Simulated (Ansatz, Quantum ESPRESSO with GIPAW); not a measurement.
# NaBH4: working out the 23Na quadrupolar coupling

A plane-wave PAW calculation (PBEsol, Ansatz) gives this electric field gradient, in 10²¹ V/m² and Cartesian axes, at one Na site of NaBH4 (atom 1; NaH12; site symmetry -4):

```
      0.1647        0.0000        0.0000
      0.0000        0.1647        0.0000
      0.0000        0.0000       -0.3294
```

23Na has spin 3/2, Q = 0.104 barn and |γ|/2π = 11.2688 MHz/T. The cell is the P-42_1c form of a database entry, atoms relaxed, static and at 0 K. 

**Task.** Find C_Q, η_Q and ν_Q, and the shift and width of the central transition under fast MAS at 16.4 T and 20 T.

1. The tensor is symmetric and traceless. Its eigenvalues, ordered by size, are V_xx = 0.1647, V_yy = 0.1647 and V_zz = -0.3294.

2. η_Q = (V_xx − V_yy)/V_zz = 0.000.

3. C_Q = eQV_zz/h. One unit of 10²¹ V/m² with one barn gives 24.18 MHz, so C_Q = 24.18 × 0.104 × −0.3294 = -0.828 MHz. A spectrum shows its size, not its sign.

4. ν_Q = 3C_Q/[2I(2I−1)] = 0.414 MHz in size, and P_Q = |C_Q|√(1 + η²/3) = 0.828 MHz.

5. The resonances lie at ν0 = 184.81 and 225.38 MHz, so ν_Q/ν0 is 0.002 at most and second order holds. The centre of gravity moves by δ_Q = −(3/40)(P_Q/ν0)² F × 10⁶ ppm, with F = [I(I+1) − 3/4]/[I²(2I−1)²] = 0.3333: -0.502 ppm at 16.4 T and -0.338 ppm at 20 T.

6. Summing the second-order term over orientations gives a full width of 1.08 ppm (0.20 kHz) and 0.724 ppm (0.16 kHz). In ppm both fall as 1/B²: (16.4/20)² = 0.672. The spinning rate must pass the static width for this shape to show cleanly.

[Banner, clock, file and message-heading lines were taken out of the pw.x and gipaw.x logs.]

[Logs are printed without paths, hosts, clocks, repeated set-up lines and the standing remarks that a program may print on its own settings, such as how far it seeks lower states.]

[Hosts, paths, dates, database ids (printed as entryN), source tags and the programs' standing remarks are cut or masked in the printed files.]
